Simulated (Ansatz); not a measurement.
## twin(10-12) boundary in hcp Co, starting shift (0.5, 0.5): structure and resistance

How much does the twin(10-12) boundary in hcp Co, starting shift (0.5, 0.5) reflect electrons?

Program: Ansatz 0.2.0. Level of theory: Ansatz plane-wave DFT, PBE, PAW files, collinear spin; relaxation of a bicrystal slab with its lowest layers held; PAW set soft_1, in the first sound run; inputs show where later runs differ. Results are calculated unless marked as measured.

## (1) The structure

The cell holds 26 atoms: 26 Co. Cell: a = 5.963 Å, b = 2.505 Å, c = 30.991 Å, α = 90.0°, β = 90.0°, γ = 90.0°. It derives from Co. built on the (1 0 2) plane; 2 overlapping atoms removed and the grains opened by 0.15 Å. Vacuum lies along c.

## (2) Relaxing the bicrystal

The boundary is built by mirroring the lower grain in the boundary plane and removing any atoms that overlap. A thin bicrystal slab is relaxed first, with the lowest layers held and the upper grain free to shift and open.

File input.yaml:

```yaml
crystal:
  lattice:
    - [5.9626723849, 0.0, 0.0]
    - [0.0, 2.5054, 0.0]
    - [0.0, 0.0, 30.9905846678]
  atoms:
    - { symbol: Co, position: [0.0741388065, 0.4166666667, 0.1613393246], spin: 2.0 }
    - { symbol: Co, position: [0.3975869657, 0.9166666666, 0.1933499899], spin: 2.0 }
    - { symbol: Co, position: [0.8093110452, 0.9166666667, 0.2093553226], spin: 2.0 }
    - { symbol: Co, position: [0.1327592044, 0.4166666666, 0.2413659879], spin: 2.0 }
    - { symbol: Co, position: [0.5444832839, 0.4166666667, 0.2573713205], spin: 2.0 }
    - { symbol: Co, position: [0.8679314431, 0.9166666666, 0.2893819858], spin: 2.0 }
    - { symbol: Co, position: [0.2796555226, 0.9166666667, 0.3053873185], spin: 2.0 }
    - { symbol: Co, position: [0.6031036818, 0.4166666666, 0.3373979838], spin: 2.0 }
    - { symbol: Co, position: [0.0148277613, 0.4166666667, 0.3534033165], spin: 2.0 }
    - { symbol: Co, position: [0.3382759205, 0.9166666666, 0.3854139818], spin: 2.0 }
    - { symbol: Co, position: [0.75, 0.9166666667, 0.4014193144], spin: 2.0 }
    - { symbol: Co, position: [0.0734481591, 0.4166666666, 0.4334299797], spin: 2.0 }
    - { symbol: Co, position: [0.8382759205, 0.4166666666, 0.4862861574], spin: 2.0 }
    - { symbol: Co, position: [0.5148277613, 0.9166666667, 0.5182968227], spin: 2.0 }
    - { symbol: Co, position: [0.1031036818, 0.9166666666, 0.5343021554], spin: 2.0 }
    - { symbol: Co, position: [0.7796555226, 0.4166666667, 0.5663128207], spin: 2.0 }
    - { symbol: Co, position: [0.3679314431, 0.4166666666, 0.5823181533], spin: 2.0 }
    - { symbol: Co, position: [0.0444832839, 0.9166666667, 0.6143288186], spin: 2.0 }
    - { symbol: Co, position: [0.6327592044, 0.9166666666, 0.6303341513], spin: 2.0 }
    - { symbol: Co, position: [0.3093110452, 0.4166666667, 0.6623448166], spin: 2.0 }
    - { symbol: Co, position: [0.8975869657, 0.4166666666, 0.6783501492], spin: 2.0 }
    - { symbol: Co, position: [0.5741388065, 0.9166666667, 0.7103608145], spin: 2.0 }
    - { symbol: Co, position: [0.162414727, 0.9166666666, 0.7263661472], spin: 2.0 }
    - { symbol: Co, position: [0.8389665678, 0.4166666667, 0.7583768125], spin: 2.0 }
    - { symbol: Co, position: [0.4272424883, 0.4166666666, 0.7743821451], spin: 2.0 }
    - { symbol: Co, position: [0.1037943291, 0.9166666667, 0.8063928105], spin: 2.0 }
magnetization:
  spin_polarized: true
kpoints:
  mp_grid: { grid: [4, 9, 1] }
hamiltonian:
  xc: pbe
  pseudopotentials: { kind: paw, azcp: { folder: soft_1 } }
scf:
  occupations: { method: fermi_dirac, width: 0.1 }
relax:
  f_tol: 0.03
  max_steps: 80
  constraints: [{ sites: [0, 1, 2, 3, 4, 5] }]
```

Launch:

```bash
ansatz run input.yaml --threads 4 --pin off --max-ram 15360MiB --backend cpu --events-out ev --progress --plain --runs-dir out
```

Numbers of over 12 decimals in the logs are rounded to 6 here.

Output:

```text
Engine: ansatz 0.2.0, aarch64-unknown-linux-gnu
Pseudopotentials: kind: paw
Pseudopotential: Co, paw, valence charge 17, recommended cutoff 420 eV (normal), soft_1/Co.paw.azcp
Functional definition: PBE
  parameter kappa = 0.804
  parameter beta = 0.066725
  exchange = pbe_x(kappa = kappa, mu = beta*pi^2/3)
  correlation = pbe_c(beta = beta)
Crystal: 26 atoms, lattice volume = 462.965 Å³
Basis set: ecut = 420 eV, 8989 PW (Γ), exchange–correlation on 80×36×432 points (8 copies of the dense FFT grid, shifted against one another)
Bands: 297, of which v1, the nominal top of the filled ones, is band 221 counted from 1 (220 counted from 0)
Symmetry: 2 space group operations
Space group: Pm (ITA 6), of the structure as read, at distance tolerance 7.7e-5 Å
Magnetic group: BNS 6.18 (UNI 25), of the structure as read, at distance tolerance 7.7e-5 Å
k-points: 15 of 36 (time reversal used)
Non-local potential: Co, projectors of the file, l = 0: 3, l = 1: 2, l = 2: 3, l = 3: 1
PAW form: soft (Blöchl's): semilocal exchange-correlation on the pseudo side does not see the compensation charge
PAW one-centre angular grid: Co, 590 points (default); XC on 64 Gauss nodes
Initial density: superposition of atomic densities (neutral atoms: chi_scale 0, normalization atom)
Starting moments: Σ|m| = 52 μB on 26 of 26 sites
Initial wavefunctions: pseudopotential atomic-orbital guess
Functional: x = pbe(κ = 0.804, μ = 0.219515), c = pbe(β = 0.066725)
SCF iter   1: F=—  HF=-133261.918249 eV  |F-HF|=—  |Δ(HF+E_count)|=         —  Δρ=4.86e-2 (↑1.76e-2 ↓4.86e-2)  dr2=4.37e1  dr2_m=2.10e0  M=48.667 μB ∫|m|=50.358 μB  β_m=0.30  ethr=3.10e-3  ⟨swp⟩=6.6  Hψ=35160  notcnv=0  defer=793
Mixer restart at iter 1: flushing history
preconditioner: auto → LDOS  [metal: Δε(μ)=0.000 eV  Ē_g=7.716 eV  σ=0.100 eV  W_gap=0.00  n_scr=132 (ndim 8)  ℏωp=26.4 eV  f_vac=0.304  D(μ)=28.95/eV (n_scr^D=316)]
spin=Collinear: LDOS preconditioning applied to the charge; magnetization (m = ρ↑ − ρ↓) channel mixes plain (no charge-response kernel on spin).
SCF iter   2: F=—  HF=-133255.737296 eV  |F-HF|=—  |Δ(HF+E_count)|=    6.18e0  Δρ=3.11e-2 (↑3.11e-2 ↓1.46e-2)  dr2=7.61e0  dr2_m=1.25e0  M=48.102 μB ∫|m|=50.409 μB  β_m=0.31  ethr=3.10e-3  ⟨swp⟩=2.7  Hψ=14819  notcnv=0  defer=1091
SCF iter   3: F=—  HF=-133262.835011 eV  |F-HF|=—  |Δ(HF+E_count)|=    7.10e0  Δρ=1.74e-2 (↑1.74e-2 ↓9.13e-3)  dr2=2.40e0  dr2_m=4.02e-1  M=47.337 μB ∫|m|=50.028 μB  β_m=0.49  ethr=1.72e-3  ⟨swp⟩=2.5  Hψ=11511  notcnv=0  defer=1100
SCF iter   4: F=—  HF=-133270.847900 eV  |F-HF|=—  |Δ(HF+E_count)|=    8.01e0  Δρ=6.94e-3 (↑4.86e-3 ↓6.94e-3)  dr2=3.33e-1  dr2_m=4.54e-2  M=45.603 μB ∫|m|=49.381 μB  β_m=0.75  ethr=5.43e-4  ⟨swp⟩=2.8  Hψ=13752  notcnv=0  defer=1103
SCF iter   5: F=—  HF=-133272.565519 eV  |F-HF|=—  |Δ(HF+E_count)|=    1.72e0  Δρ=9.11e-3 (↑5.77e-3 ↓9.11e-3)  dr2=8.06e-1  dr2_m=4.51e-2  M=44.262 μB ∫|m|=48.575 μB  β_m=0.66  ethr=7.53e-5  ⟨swp⟩=2.3  Hψ=17323  notcnv=0  defer=1112
SCF iter   6: F=—  HF=-133272.392250 eV  |F-HF|=—  |Δ(HF+E_count)|=   1.73e-1  Δρ=4.77e-3 (↑4.77e-3 ↓3.21e-3)  dr2=1.23e-1  dr2_m=3.47e-2  M=43.639 μB ∫|m|=48.145 μB  β_m=0.74  ethr=7.53e-5  ⟨swp⟩=2.1  Hψ=16685  notcnv=0  defer=1126
SCF iter   7: F=—  HF=-133272.479366 eV  |F-HF|=—  |Δ(HF+E_count)|=         —  Δρ=3.49e-3 (↑3.49e-3 ↓2.30e-3)  dr2=5.93e-2  dr2_m=1.80e-2  M=43.677 μB ∫|m|=47.973 μB  β_m=0.74  ethr=2.79e-5  ⟨swp⟩=2.9  Hψ=18494  notcnv=0  defer=1129
SCF iter   8: F=—  HF=-133272.469704 eV  |F-HF|=—  |Δ(HF+E_count)|=   9.66e-3  Δρ=1.67e-3 (↑1.67e-3 ↓1.16e-3)  dr2=4.87e-2  dr2_m=1.29e-3  M=43.716 μB ∫|m|=47.945 μB  β_m=0.59  ethr=1.34e-5  ⟨swp⟩=2.1  Hψ=14156  notcnv=0  defer=1129
SCF iter   9: F=—  HF=-133272.461763 eV  |F-HF|=—  |Δ(HF+E_count)|=   7.94e-3  Δρ=3.97e-4 (↑3.97e-4 ↓3.14e-4)  dr2=2.88e-3  dr2_m=1.32e-4  M=43.711 μB ∫|m|=47.939 μB  β_m=0.55  ethr=1.10e-5  ⟨swp⟩=2.0  Hψ=13245  notcnv=0  defer=1129
SCF iter  10: F=—  HF=-133272.462659 eV  |F-HF|=—  |Δ(HF+E_count)|=   8.96e-4  Δρ=2.69e-4 (↑1.77e-4 ↓2.69e-4)  dr2=4.82e-4  dr2_m=4.81e-5  M=43.686 μB ∫|m|=47.922 μB  β_m=0.50  ethr=6.53e-7  ⟨swp⟩=2.3  Hψ=13305  notcnv=0  defer=1129
SCF iter  11: F=—  HF=-133272.462776 eV  |F-HF|=—  |Δ(HF+E_count)|=   1.17e-4  Δρ=7.50e-5 (↑7.50e-5 ↓6.54e-5)  dr2=2.00e-5  dr2_m=1.43e-5  M=43.681 μB ∫|m|=47.917 μB  β_m=0.61  ethr=1.09e-7  ⟨swp⟩=2.4  Hψ=13055  notcnv=0  defer=1129
SCF iter  12: F=—  HF=-133272.462826 eV  |F-HF|=—  |Δ(HF+E_count)|=   4.94e-5  Δρ=4.33e-5 (↑2.93e-5 ↓4.33e-5)  dr2=9.60e-6  dr2_m=2.60e-6  M=43.677 μB ∫|m|=47.912 μB  β_m=0.65  ethr=4.53e-9  ⟨swp⟩=2.9  Hψ=16670  notcnv=0  defer=1129
SCF iter  13: F=—  HF=-133272.462828 eV  |F-HF|=—  |Δ(HF+E_count)|=   2.20e-6  Δρ=5.85e-5 (↑2.65e-5 ↓5.85e-5)  dr2=3.71e-5  dr2_m=1.58e-6  M=43.676 μB ∫|m|=47.910 μB  β_m=0.53  ethr=2.17e-9  ⟨swp⟩=2.0  Hψ=14963  notcnv=0  defer=1129
SCF iter  14: F=-133272.462823 eV  HF=-133272.462826 eV  |F-HF|=2.38e-6  |Δ(HF+E_count)|=   2.10e-6  Δρ=1.82e-5 (↑1.07e-5 ↓1.82e-5)  dr2=3.02e-6  dr2_m=2.30e-7  M=43.676 μB ∫|m|=47.910 μB  ethr=2.17e-9  ⟨swp⟩=2.3  Hψ=27771  notcnv=0
SCF 1 converged in 14 iterations: F = -133272.462823 eV  dr2 = 3.02e-6
  greatest PAW one-centre occupation: 1.002 electrons in one spin orbital (limit 2), on the Co atom at site 25 (counted from 0), in its partial waves of l = 1
relax step   1: F+E_penalty+E_count = -133272.46282343 eV  Δ(F+E_penalty+E_count) = +0.000e0 eV  max|allowed force component| = 9.800e-1 eV/Å  Δτ_max = 0.0000 Å  (14 SCF iters, dr2 threshold 2.25e-5 eV, accepted)
Initial density: handed on by an earlier stage of this run
Starting moments: Σ|m| = 52 μB on 26 of 26 sites; this step starts from the density that it was given
Initial wavefunctions: those handed on with the density
iter 1 solved again at ethr=6.08e-4 eV; its pass at ethr=3.10e-3 eV (dr2=2.69e0 eV) is discarded
SCF iter   1: F=—  HF=-133272.780491 eV  |F-HF|=—  |Δ(HF+E_count)|=         —  Δρ=8.54e-3 (↑8.54e-3 ↓7.63e-3)  dr2=2.71e0  dr2_m=1.43e-1  M=43.568 μB ∫|m|=47.766 μB  β_m=0.30  ethr=6.08e-4  ⟨swp⟩=1.5  Hψ=33756  notcnv=0  defer=959
preconditioner: auto → LDOS  [metal: Δε(μ)=0.001 eV  Ē_g=7.640 eV  σ=0.100 eV  W_gap=0.00  n_scr=132 (ndim 8)  ℏωp=26.4 eV  f_vac=0.319  D(μ)=28.56/eV (n_scr^D=312)]
spin=Collinear: LDOS preconditioning applied to the charge; magnetization (m = ρ↑ − ρ↓) channel mixes plain (no charge-response kernel on spin).
SCF iter   2: F=—  HF=-133272.742839 eV  |F-HF|=—  |Δ(HF+E_count)|=   3.77e-2  Δρ=5.64e-3 (↑5.64e-3 ↓4.65e-3)  dr2=7.52e-1  dr2_m=5.91e-2  M=43.578 μB ∫|m|=47.785 μB  β_m=0.45  ethr=6.08e-4  ⟨swp⟩=2.0  Hψ=10788  notcnv=0  defer=1111
[...]
spin=Collinear: LDOS preconditioning applied to the charge; magnetization (m = ρ↑ − ρ↓) channel mixes plain (no charge-response kernel on spin).
SCF iter   2: F=—  HF=-133275.146283 eV  |F-HF|=—  |Δ(HF+E_count)|=   9.61e-4  Δρ=3.57e-4 (↑3.57e-4 ↓2.37e-4)  dr2=4.38e-3  dr2_m=1.81e-4  M=42.711 μB ∫|m|=46.883 μB  β_m=0.43  ethr=1.08e-6  ⟨swp⟩=2.1  Hψ=13234  notcnv=0  defer=1163
SCF iter   3: F=—  HF=-133275.146062 eV  |F-HF|=—  |Δ(HF+E_count)|=   2.20e-4  Δρ=2.21e-4 (↑2.21e-4 ↓1.71e-4)  dr2=8.97e-5  dr2_m=1.04e-4  M=42.713 μB ∫|m|=46.885 μB  β_m=0.49  ethr=9.90e-7  ⟨swp⟩=2.1  Hψ=10676  notcnv=0  defer=1163
SCF iter   4: F=—  HF=-133275.146214 eV  |F-HF|=—  |Δ(HF+E_count)|=   1.52e-4  Δρ=7.30e-5 (↑6.19e-5 ↓7.30e-5)  dr2=2.33e-4  dr2_m=1.34e-5  M=42.714 μB ∫|m|=46.886 μB  β_m=0.49  ethr=2.03e-8  ⟨swp⟩=3.0  Hψ=16746  notcnv=0  defer=1163
SCF iter   5: F=—  HF=-133275.146231 eV  |F-HF|=—  |Δ(HF+E_count)|=   1.66e-5  Δρ=4.58e-5 (↑3.20e-5 ↓4.58e-5)  dr2=1.40e-5  dr2_m=4.88e-6  M=42.715 μB ∫|m|=46.887 μB  β_m=0.52  ethr=2.03e-8  ⟨swp⟩=2.2  Hψ=11767  notcnv=0  defer=1163
SCF iter   6: F=—  HF=-133275.146234 eV  |F-HF|=—  |Δ(HF+E_count)|=   3.68e-6  Δρ=3.07e-5 (↑3.07e-5 ↓1.91e-5)  dr2=1.36e-5  dr2_m=2.00e-6  M=42.716 μB ∫|m|=46.888 μB  β_m=0.56  ethr=3.16e-9  ⟨swp⟩=2.6  Hψ=16177  notcnv=0  defer=1163
SCF iter   7: F=—  HF=-133275.146235 eV  |F-HF|=—  |Δ(HF+E_count)|=   5.71e-7  Δρ=1.04e-5 (↑1.04e-5 ↓8.69e-6)  dr2=1.81e-6  dr2_m=1.55e-7  M=42.716 μB ∫|m|=46.889 μB  β_m=0.51  ethr=3.09e-9  ⟨swp⟩=2.0  Hψ=11362  notcnv=0  defer=1163
SCF iter   8: F=—  HF=-133275.146235 eV  |F-HF|=—  |Δ(HF+E_count)|=   2.23e-7  Δρ=3.26e-6 (↑3.26e-6 ↓3.22e-6)  dr2=5.91e-8  dr2_m=3.64e-8  M=42.716 μB ∫|m|=46.889 μB  β_m=0.55  ethr=4.10e-10  ⟨swp⟩=2.2  Hψ=12680  notcnv=0  defer=1163
SCF iter   9: F=—  HF=-133275.146235 eV  |F-HF|=—  |Δ(HF+E_count)|=   1.53e-8  Δρ=1.79e-6 (↑1.79e-6 ↓1.34e-6)  dr2=6.53e-8  dr2_m=6.42e-9  M=42.716 μB ∫|m|=46.889 μB  β_m=0.53  ethr=1.34e-11  ⟨swp⟩=3.3  Hψ=18786  notcnv=0  defer=1163
SCF iter  10: F=—  HF=-133275.146235 eV  |F-HF|=—  |Δ(HF+E_count)|=   8.09e-9  Δρ=8.67e-7 (↑8.67e-7 ↓7.14e-7)  dr2=6.48e-9  dr2_m=1.96e-9  M=42.717 μB ∫|m|=46.889 μB  β_m=0.56  ethr=1.34e-11  ⟨swp⟩=2.3  Hψ=13286  notcnv=0  defer=1163
SCF iter  11: F=-133275.146235 eV  HF=-133275.146235 eV  |F-HF|=7.81e-8  |Δ(HF+E_count)|=   1.34e-8  Δρ=2.01e-6 (↑4.84e-7 ↓2.01e-6)  dr2=8.21e-8  dr2_m=3.57e-9  M=42.717 μB ∫|m|=46.889 μB  ethr=1.47e-12  ⟨swp⟩=1.2  Hψ=27426  notcnv=0
SCF 16 converged in 11 iterations: F = -133275.146235 eV  dr2 = 8.21e-8
relax step  16: F+E_penalty+E_count = -133275.14623456 eV  Δ(F+E_penalty+E_count) = -8.933e-4 eV  max|allowed force component| = 6.940e-3 eV/Å  Δτ_max = 0.0165 Å  (11 SCF iters, accepted)
SCF converged after 11 iterations
Magnetization: 42.7166 μB (242.3583 up, 199.6417 down)
Absolute magnetization: 46.9381 μB (∫|ρ↑−ρ↓|, with the PAW one-centre terms)
Spin contamination: 0.8039 ħ² per cell (⟨S²⟩ above its minimum at these occupations)
Per-site moments (μB) at R_I (Å): [(1.876019, 1.033141), (1.827965, 1.033141), (1.781662, 1.033141), (1.721014, 1.022776), (1.650849, 0.999449), (1.701365, 1.030587), (1.670522, 0.998685), (1.679449, 0.976356), (1.684945, 0.998685), (1.747161, 1.021502), (1.652153, 0.976172), (1.691572, 0.996437), (1.683400, 0.976172), (1.671614, 0.996437), (1.690778, 1.029270), (1.655167, 1.005274), (1.676522, 1.014586), (1.673161, 1.022856), (1.664353, 1.012857), (1.663504, 1.014586), (1.693162, 1.021076), (1.657568, 1.008275), (1.712655, 0.957674), (1.760358, 1.002417), (1.785641, 1.002417), (1.818317, 0.957674)]
Free energy (F): -133275.146235 eV
Harris-Foulkes:  -133275.146235 eV  (|F-HF|=7.81e-8)
Internal energy: -133274.243829 eV  (E = F + TS)
E sigma→0 (E₀):  -133274.695032 eV
Entropy (-TS):   -0.902406 eV (-34.708 meV/atom)
Fermi energy:    9.736952 eV
--- Per-component energies (eV) ---
  E_band       = -10297.433583
  E_kinetic    = 7572.412237
  E_local      = -973878.077086  (includes V_loc(G=0)·N_el)
  E_nonlocal   = 11305.156728
  E_hartree    = 481097.640681
  E_xc         = -2386.589222
  E_vxc        = -3070.765282  (∫ρ·V_xc dr)
  E_paw        = -40867.253737  (= ΣΔE_a)
  E_vpaw       = -14421.317020  (= ΣTr[D̂ρ^β])
  E_aug_tail   = -0.000358  (compensation charges beyond the density's cutoff)
  E_ewald      = 383882.466928
  E_smearing   = -0.902406  (= −TS)
  E_closure    = -0.000000  (closes the sum)
  Σ components = -133275.146235   (vs F -133275.146235, Δ=0.00e0)
--- Forces (eV/Å), atoms counted from 1 ---
  atom   1  Co     0.15960175     0.00000000     0.98682049
  atom   2  Co    -0.11368689     0.00000000     0.14747829
  atom   3  Co     0.06453501     0.00000000    -0.28411263
  atom   4  Co    -0.04520333     0.00000000    -0.41055744
  atom   5  Co     0.09264280     0.00000000    -0.38056249
  atom   6  Co    -0.15845902     0.00000000    -0.07932639
  atom   7  Co    -0.00104475     0.00000000     0.00501777
  atom   8  Co     0.00554283     0.00000000    -0.00332023
  atom   9  Co    -0.00500958     0.00000000    -0.00019885
  atom  10  Co    -0.00624191     0.00000000    -0.00353936
  atom  11  Co     0.00693990     0.00000000     0.00357554
  atom  12  Co    -0.00053009     0.00000000     0.00121354
  atom  13  Co    -0.00376241     0.00000000     0.00432894
  atom  14  Co     0.00134670     0.00000000     0.00507858
  atom  15  Co     0.00052458     0.00000000    -0.00079915
  atom  16  Co     0.00153087     0.00000000    -0.00021287
  atom  17  Co     0.00105531     0.00000000     0.00016283
  atom  18  Co    -0.00165864     0.00000000    -0.00130012
  atom  19  Co     0.00094476     0.00000000     0.00011032
  atom  20  Co    -0.00082321     0.00000000     0.00086911
  atom  21  Co    -0.00039640     0.00000000     0.00131180
  atom  22  Co     0.00059429     0.00000000     0.00171035
  atom  23  Co    -0.00037515     0.00000000     0.00362891
  atom  24  Co     0.00302141     0.00000000     0.00256379
  atom  25  Co    -0.00165849     0.00000000     0.00215233
  atom  26  Co     0.00057821     0.00000000    -0.00212947
  max |Σ_I F_I| component: 3.64e-5 eV/Å
--- Relaxed structure (16 steps of the walk, 16 accepted, 0 SCFs on fresh bases) ---
  F+E_penalty+E_count = -133275.14623456 eV   max|allowed force component| = 6.940e-3 eV/Å
  atoms:
    - { symbol: Co, position: [0.0741388065, 0.416667, 0.1613393246] }
    - { symbol: Co, position: [0.3975869657, 0.916667, 0.1933499899] }
    - { symbol: Co, position: [0.8093110452, 0.916667, 0.2093553226] }
    - { symbol: Co, position: [0.1327592044, 0.416667, 0.2413659879] }
    - { symbol: Co, position: [0.5444832839, 0.416667, 0.2573713205] }
    - { symbol: Co, position: [0.867931, 0.916667, 0.2893819858] }
    - { symbol: Co, position: [0.279640, 0.916667, 0.304362] }
    - { symbol: Co, position: [0.590362, 0.416667, 0.335053] }
    - { symbol: Co, position: [0.033649, 0.416667, 0.351575] }
    - { symbol: Co, position: [0.339375, 0.916667, 0.391015] }
    - { symbol: Co, position: [0.754675, 0.916667, 0.391620] }
    - { symbol: Co, position: [0.035013, 0.416667, 0.431161] }
    - { symbol: Co, position: [0.586776, 0.416667, 0.447777] }
    - { symbol: Co, position: [0.278485, 0.916667, 0.478567] }
    - { symbol: Co, position: [-0.136268, 0.916667, 0.492738] }
    - { symbol: Co, position: [0.545836, 0.416667, 0.526019] }
    - { symbol: Co, position: [0.130840, 0.416667, 0.540933] }
    - { symbol: Co, position: [-0.189323, 0.916667, 0.572620] }
    - { symbol: Co, position: [0.397991, 0.916667, 0.588291] }
    - { symbol: Co, position: [0.078125, 0.416667, 0.619648] }
    - { symbol: Co, position: [0.664596, 0.416667, 0.636118] }
    - { symbol: Co, position: [0.344121, 0.916667, 0.666841] }
    - { symbol: Co, position: [-0.069710, 0.916667, 0.682600] }
    - { symbol: Co, position: [0.606134, 0.416667, 0.716063] }
    - { symbol: Co, position: [0.204152, 0.416667, 0.728983] }
    - { symbol: Co, position: [-0.113530, 0.916667, 0.757039] }
```

It took 70 min on 4 threads of Arm Neoverse V1, shared host; peak memory 4.7 GiB; 4.5 h of CPU time.

The steps of the relaxation:

| step | energy less that of the first step (eV) | largest force component (eV/Å) |
| --- | --- | --- |
| 1 | 0.0000 | 0.9800 |
| 2 | -0.3249 | 0.7611 |
| 3 | -0.6951 | 0.4589 |
| 4 | -1.0281 | 0.5027 |
| 5 | -1.3216 | 0.3004 |
| 6 | -1.5420 | 0.2164 |
| 7 | -1.7188 | 0.1776 |
| 8 | -1.9582 | 0.1771 |
| 9 | -2.1643 | 0.1628 |
| 10 | -2.3320 | 0.2888 |
| 11 | -2.4569 | 0.4452 |
| 12 | -2.5710 | 0.1839 |
| 13 | -2.6419 | 0.0791 |
| 14 | -2.6746 | 0.0941 |
| 15 | -2.6825 | 0.0347 |
| 16 | -2.6834 | 0.0069 |

The run keeps the 2 symmetry operations that it works with, so distortions that break them were not tested.

The atoms that moved most (Å):

| atom | dx | dy | dz | length |
| --- | --- | --- | --- | --- |
| Co26 | -1.296 | 0.000 | -1.530 | 2.005 |
| Co23 | -1.384 | 0.000 | -1.356 | 1.938 |
| Co25 | -1.330 | 0.000 | -1.407 | 1.936 |
| Co22 | -1.372 | 0.000 | -1.349 | 1.924 |
| Co15 | -1.427 | 0.000 | -1.288 | 1.923 |
| Co13 | -1.500 | 0.000 | -1.193 | 1.917 |
| Co19 | -1.400 | 0.000 | -1.303 | 1.912 |
| Co20 | -1.378 | 0.000 | -1.323 | 1.911 |

Final coordinates:

```cif
data_structure
_symmetry_space_group_name_H-M 'P 1'
_symmetry_Int_Tables_number 1
_cell_length_a 5.9627
_cell_length_b 2.5054
_cell_length_c 30.9906
_cell_angle_alpha 90.000
_cell_angle_beta 90.000
_cell_angle_gamma 90.000
_cell_volume 462.96
loop_
_atom_site_label
_atom_site_type_symbol
_atom_site_fract_x
_atom_site_fract_y
_atom_site_fract_z
_atom_site_occupancy
Co1 Co 0.07414 0.41667 0.16134 1
Co2 Co 0.39759 0.91667 0.19335 1
Co3 Co 0.80931 0.91667 0.20936 1
Co4 Co 0.13276 0.41667 0.24137 1
Co5 Co 0.54448 0.41667 0.25737 1
Co6 Co 0.86793 0.91667 0.28938 1
Co7 Co 0.27964 0.91667 0.30436 1
Co8 Co 0.59036 0.41667 0.33505 1
Co9 Co 0.03365 0.41667 0.35158 1
Co10 Co 0.33937 0.91667 0.39101 1
Co11 Co 0.75467 0.91667 0.39162 1
Co12 Co 0.03501 0.41667 0.43116 1
Co13 Co 0.58678 0.41667 0.44778 1
Co14 Co 0.27849 0.91667 0.47857 1
Co15 Co 0.86373 0.91667 0.49274 1
Co16 Co 0.54584 0.41667 0.52602 1
Co17 Co 0.13084 0.41667 0.54093 1
Co18 Co 0.81068 0.91667 0.57262 1
Co19 Co 0.39799 0.91667 0.58829 1
Co20 Co 0.07813 0.41667 0.61965 1
Co21 Co 0.66460 0.41667 0.63612 1
Co22 Co 0.34412 0.91667 0.66684 1
Co23 Co 0.93029 0.91667 0.68260 1
Co24 Co 0.60613 0.41667 0.71606 1
Co25 Co 0.20415 0.41667 0.72898 1
Co26 Co 0.88647 0.91667 0.75704 1
```

Numbers from this step:

* free energy: -133275.1462 eV
* energy at zero smearing: -133274.6950 eV
* Fermi energy: 9.737 eV
* magnetization: 42.72 μB
* absolute magnetization: 46.94 μB

The largest force component on a free atom ends at 0.0069 eV/Å, under the tolerance of 0.03, after 16 steps.

(Continued in part 2 of 3.)

[Logs are printed without paths, hosts, clocks, repeated set-up lines and the standing remarks that a program may print on its own settings, such as how far it seeks lower states.]

[Hosts, paths, dates, database ids (printed as entryN), source tags and the programs' standing remarks are cut or masked in the printed files.]
